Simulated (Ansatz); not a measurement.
# SnH5CN2Cl3 (CH(NH2)2SnCl3): band gap by G0W0 on PBE, part 3 of 3

How far does one-shot GW move the PBE gap of SnH5CN2Cl3 (CH(NH2)2SnCl3)?

Ansatz 0.2.0; PBE, then G0W0 on it, plane waves, PAW. Known limits of the many-body steps: finite bands, screening cutoff and k mesh; no spin-orbit coupling in G0W0.

So far. Step 3 (The PBE band structure): Over mesh and path the gap is 2.368 eV, direct, at k = (0.500, 0.500, 0.500). Step 4 (One-shot GW): Over all 36 irreducible mesh points the G0W0 gap is 3.845 eV, direct, at k = (-0.500, -0.500, -0.500). The PBE gap of this run on the mesh is 2.368 eV. The two states that bound the G0W0 gap lie that far apart at the start, so the correction of the gap is 3.845 − 2.368 = +1.477 eV.

The structure was built from a prototype and need not be the compound's stable phase.

In doubt: masses and optical values from hybrid runs of this build are listed as unsure (in some of the runs), which bears on the screening that GW takes from such a start.

**5. Spin-orbit coupling in PBE**

This run has two-component orbitals with spin-orbit coupling.

This step: DFT, PBE with spin-orbit coupling, plane waves, PAW; PAW set soft_1.

input.yaml

```yaml
crystal:
  lattice:
    - [5.7495448321, 0.0614553157, 0.5447128158]
    - [0.0614553157, 5.9088202652, -0.0666377089]
    - [0.5447128158, -0.0666377089, 5.7481586069]
  atoms:
    - { symbol: C, position: [-0.0189059328, 0.9436820466, 0.0178882993] }
    - { symbol: H, position: [-0.0737775816, 0.7742508549, 0.0712310994] }
    - { symbol: "N", position: [0.8814618376, 0.0396557453, 0.8574399153] }
    - { symbol: "N", position: [0.1418197887, 0.0378510038, 0.1189453882] }
    - { symbol: H, position: [0.7615626863, 0.9546566502, -0.2185394962] }
    - { symbol: H, position: [0.2164826987, 0.9514571223, 0.2385203937] }
    - { symbol: H, position: [0.9296576348, 0.1951346974, 0.7904406074] }
    - { symbol: H, position: [0.2101028628, 0.1931330491, 1.0718434576] }
    - { symbol: Sn, position: [0.4856819093, 0.4914066488, 0.5142706067] }
    - { symbol: Cl, position: [0.4386582902, 0.5018149019, -0.0293362885] }
    - { symbol: Cl, position: [0.496771532, -0.070419092, 0.5038700487] }
    - { symbol: Cl, position: [0.0293323699, 0.5028959437, 0.5604372443] }
kpoints:
  mp_grid: { grid: [4, 4, 4] }
  band_path:
    path: [[0.0, 0.0, 0.0], [0.5, 0.0, 0.0], [0.5, 0.5, 0.0], [0.5, 0.5, 0.5]]
    npoints: 1
hamiltonian:
  xc: pbe
  pseudopotentials: { kind: paw_fr, azcp: { folder: soft_1 } }
scf:
  occupations: { method: fixed }
  n_extra_bands: 16
magnetization:
  noncollinear: true
  spin_orbit: true
output:
  eigenvalues: true
  forces: true
  stress: true
```

On the command line:

```sh
> ansatz run input.yaml --threads 2 --pin off --max-ram 92160MiB --backend cuda --events-out ev --progress --plain --runs-dir out --devices 1 --max-vram 13GiB
```

Numbers of over 12 decimals in the logs are rounded to 6 here.

The program printed:

```text
[...]
GPUs: using 1 of 1 available (devices: 1).
[...]
non-collinear run that drives no moment, with spin-orbit: no starting moment large enough to seed its density (crystal.atoms[].spin), no starting occupations that ask for one, no magnetisation constraint and no magnetic field, so the semilocal B_xc is pinned to zero
[...]
GPU FFT provider: cuFFT
GPU libraries: cuBLAS 13.8.2, cuFFT 12.4.0, cuSOLVER 12.3.4
Crystal: 12 atoms, lattice volume = 193.477 Å³
Basis set: ecut = 420 eV, 3783 PW (Γ), exchange–correlation on 80×80×80 points (8 copies of the dense FFT grid, shifted against one another)
Bands: 70, of which v1, the nominal top of the filled ones, is band 54 counted from 1 (53 counted from 0)
Symmetry: 1 space group operations + 1 with time reversal
[...]
k-points: 36 of 64 (time reversal used)
Projection manifold: j_resolved (fully-relativistic pseudo-atomic orbitals)
[...]
GPU buffer pool allocated for 64000 grid points (all kernels)
[...]
SCF iter   1: F=—  HF=-10372.968183 eV  |F-HF|=—  |Δ(HF+E_count)|=         —  Δρ=7.30e-2  dr2=9.24e0  dr2_m=0.00e0 (ungated)  ethr=3.10e-3  |M|=0.00e0 ∫|m|=0.00e0 μB  |m|>n=0.0e0 m-floor=0.0e0 τ_xc=0.0e0  β_m=0.30  ⟨swp⟩=5.2  Hψ=10963  notcnv=0  defer=398
[...]
spin=Noncollinear: Resta preconditioning applied to the charge; magnetization (m_x, m_y, m_z) channels mix plain (no charge-response kernel on spin).
[...]
site 10: m = (+0.0000, +0.0000, +0.0000) μB, |m| = 0.0000 μB  (R = 1.00 Å)
  site 11: m = (+0.0000, +0.0000, +0.0000) μB, |m| = 0.0000 μB  (R = 0.95 Å)
Free energy (F): -10370.005024 eV
[...]
Internal energy: -10370.005024 eV  (E = F + TS)
E sigma→0 (E₀):  -10370.005024 eV
Fermi energy:    2.233610 eV
[...]
--- Forces (eV/Å), atoms counted from 1 ---
  atom   1  C      0.00132707     0.00342219     0.00409994
  atom   2  H      0.00429250     0.01376224    -0.00327806
  atom   3  N     -0.01015543     0.00169298    -0.00061242
  atom   4  N     -0.01044158    -0.00001046    -0.00013149
  atom   5  H      0.00898275    -0.00039968     0.00992266
  atom   6  H     -0.00381997     0.00111142    -0.00496223
  atom   7  H      0.00097084    -0.00455088     0.00444411
  atom   8  H     -0.00205641    -0.00430050     0.00219320
  atom   9  Sn     0.01029139     0.00948788    -0.01164230
  atom  10  Cl     0.01708490    -0.00776150     0.02137512
  atom  11  Cl     0.00365759    -0.00450228    -0.00510412
  atom  12  Cl    -0.02013827    -0.00799852    -0.01636730
  max |Σ_I F_I| component: 6.29e-5 eV/Å
--- Stress (GPa, compression-positive) ---
        0.838015      -0.017255      -0.080919
       -0.017255       0.908367       0.018920
       -0.080918       0.018922       0.842029
  P = ⅓ Tr σ = 0.8628 GPa (8.628 kbar)
--- Band table (eV; the first three rows and the last of 36) ---
  k-point 0: bands = [... 50 lower, 0.2188, 0.2188, 0.6257, 0.6257, 5.6193, 5.6193, 6.7042, 6.7042, ... 12 higher]
  k-point 1: bands = [... 50 lower, 0.2934, 0.2974, 0.7257, 0.7839, 5.6105, 5.6120, 6.2203, 6.3567, ... 12 higher]
  k-point 2: bands = [... 50 lower, 0.3782, 0.3782, 1.0878, 1.0878, 5.3177, 5.3177, 5.5988, 5.5988, ... 12 higher]
  k-point 35: bands = [... 50 lower, 0.4978, 0.4978, 2.2336, 2.2336, 4.4904, 4.4904, 4.8882, 4.8882, ... 12 higher]
[key lines of the parts left out:]
SCF converged after 9 iterations
Magnetization: |M| = 0.0000 μB,  M = (+0.0000, +0.0000, +0.0000) μB
```

It took 11 s on 1 × NVIDIA H100 80GB HBM3 (shared by 6 runs) with 2 threads of AMD EPYC 7R13 (Zen 3), shared host; peak memory 1 GiB.

Numbers from this step:

```
pressure             : 0.8628 GPa
gap                  : 2.257 eV
valence top at       : R
conduction bottom at : R
least direct gap     : 2.257 eV
```

Over mesh and listed points the gap is 2.257 eV, direct, at k = (0.500, 0.500, 0.500). PBE+SOC against PBE: 2.257 − 2.368 = −0.111 eV, with the same mesh, set of files (read in its fully relativistic form for the spin-orbit run) and cutoff, and both edges at the same k points. The spin-orbit run sees mesh and listed points alone, so its gap is an upper bound: the coupling can move an edge off these points, the more so as this crystal has no centre of inversion, and the change over the zone, its sign included where it is small, is not known.

**6. Side by side**

Each gap is the least one over the points named; times are wall times on shared hosts, not benchmarks. A G0W0 time includes the run's own self-consistent start. Runs with listed points see these and the mesh alone, so an edge that moves elsewhere is missed. Rows marked * are further runs, not shown as steps, whose inputs differ from the G0W0 step on the same start in the columns given; solver thresholds can differ too. Symmetry makes (0.500, 0.500, 0.500) and (-0.500, -0.500, -0.500) one point.

```
    level   mesh       files, cutoff  bands summed, screening                          points  gap (eV)               valence top         conduction bottom  least direct gap (eV)     time
      PBE  4×4×4  soft_1 PAW, 420 eV                        -                   mesh and path     2.368     (0.500, 0.500, 0.500)     (0.500, 0.500, 0.500)                  2.368     10 s
  PBE+SOC  4×4×4  soft_1 PAW, 420 eV                        -          mesh and listed points     2.257     (0.500, 0.500, 0.500)     (0.500, 0.500, 0.500)                  2.257     11 s
G0W0@PBE*  4×4×4  soft_1 PAW, 420 eV               191, 52 eV  all 36 irreducible mesh points     3.669  (-0.500, -0.500, -0.500)  (-0.500, -0.500, -0.500)                  3.669     67 s
 G0W0@PBE  4×4×4  soft_1 PAW, 420 eV              678, 130 eV  all 36 irreducible mesh points     3.845  (-0.500, -0.500, -0.500)  (-0.500, -0.500, -0.500)                  3.845  4.8 min
```

**7. What came out**

```json
{"PBE gap over mesh and path": "2.368 eV, direct, at k = (0.500, 0.500, 0.500)", "G0W0@PBE gap over all 36 irreducible mesh points": "3.845 eV, direct, at k = (-0.500, -0.500, -0.500)", "PBE+SOC gap over mesh and listed points": "2.257 eV", "GW settings": "4×4×4 mesh, 651 empty bands, screening to 130 eV, PAW set soft_1 files", "known limits": "finite bands, screening cutoff and k mesh; no spin-orbit coupling in G0W0"}
```

**Reading.** Over all 36 irreducible mesh points the G0W0 gap is 3.845 eV, direct, at k = (-0.500, -0.500, -0.500). The PBE gap of this run on the mesh is 2.368 eV. The two states that bound the G0W0 gap lie that far apart at the start, so the correction of the gap is 3.845 − 2.368 = +1.477 eV. The valence state moves by 1.276 − 2.238 = −0.962 eV and the conduction state by 5.122 − 4.606 = +0.516 eV, on the run's own scale; with 191 bands the edge states move by −0.488 and +0.814 eV, so the split between the edges depends on the bands and cutoff. Both edges that PBE shows over mesh and path lie at k points where levels were corrected. Levels at other points were not corrected, so a lower G0W0 gap elsewhere in the zone is not ruled out. From 191 bands and 52 eV to 678 bands and 130 eV the gap moves by 3.845 − 3.669 = +0.176 eV; bands and screening cutoff rise together, so their parts are not told apart. Two runs can't test a law of convergence, so the limit is not known. G0W0 on other starts in this series, not shown as steps and not all at these settings: 4.172 eV on HSE06 (4×4×4, soft_1 PAW, 329 bands, 78 eV). PBE+SOC against PBE: 2.257 − 2.368 = −0.111 eV, with the same mesh, set of files (read in its fully relativistic form for the spin-orbit run) and cutoff, and both edges at the same k points. The spin-orbit run sees mesh and listed points alone, so its gap is an upper bound: the coupling can move an edge off these points, the more so as this crystal has no centre of inversion, and the change over the zone, its sign included where it is small, is not known. What spin-orbit coupling does to the G0W0 levels was not computed, so no sum with the G0W0 gap is formed. The G0W0 runs are scalar-relativistic. No pair of G0W0 runs that differ in the mesh alone is shown (4×4×4 is a supercell whose nearest images lie 23 Å apart), so the error from the mesh is not known here. G0W0 is shown with one set of atomic data (soft_1 PAW), so the error from the files is not known here.

[Paths, hosts, dates, memory and timing lines, banners, echoed tables and standing remarks are left out of the program output.]

[Logs are printed without paths, hosts, clocks, repeated set-up lines and the standing remarks that a program may print on its own settings, such as how far it seeks lower states.]

[Runs of the session that timed out or met a known fault of the program may be left out.]

[Cells called generated may have been cut or substituted from an entry of the Crystallography Open Database or the Materials Project.]

[Hosts, paths, dates, database ids (printed as entryN), source tags and the programs' standing remarks are cut or masked in the printed files.]

[Where an RPA ε∞ is given, it is that of the G0W0 mesh and is not shown converged in it. Names of k-points follow the symmetry that the program found, which can be lower than the space group named. Band edges on a path are those of the sampled points; other points can move an edge, and change direct to indirect where valleys lie close.]

[Hybrid gaps are those of their k-mesh and are not shown converged in it.]
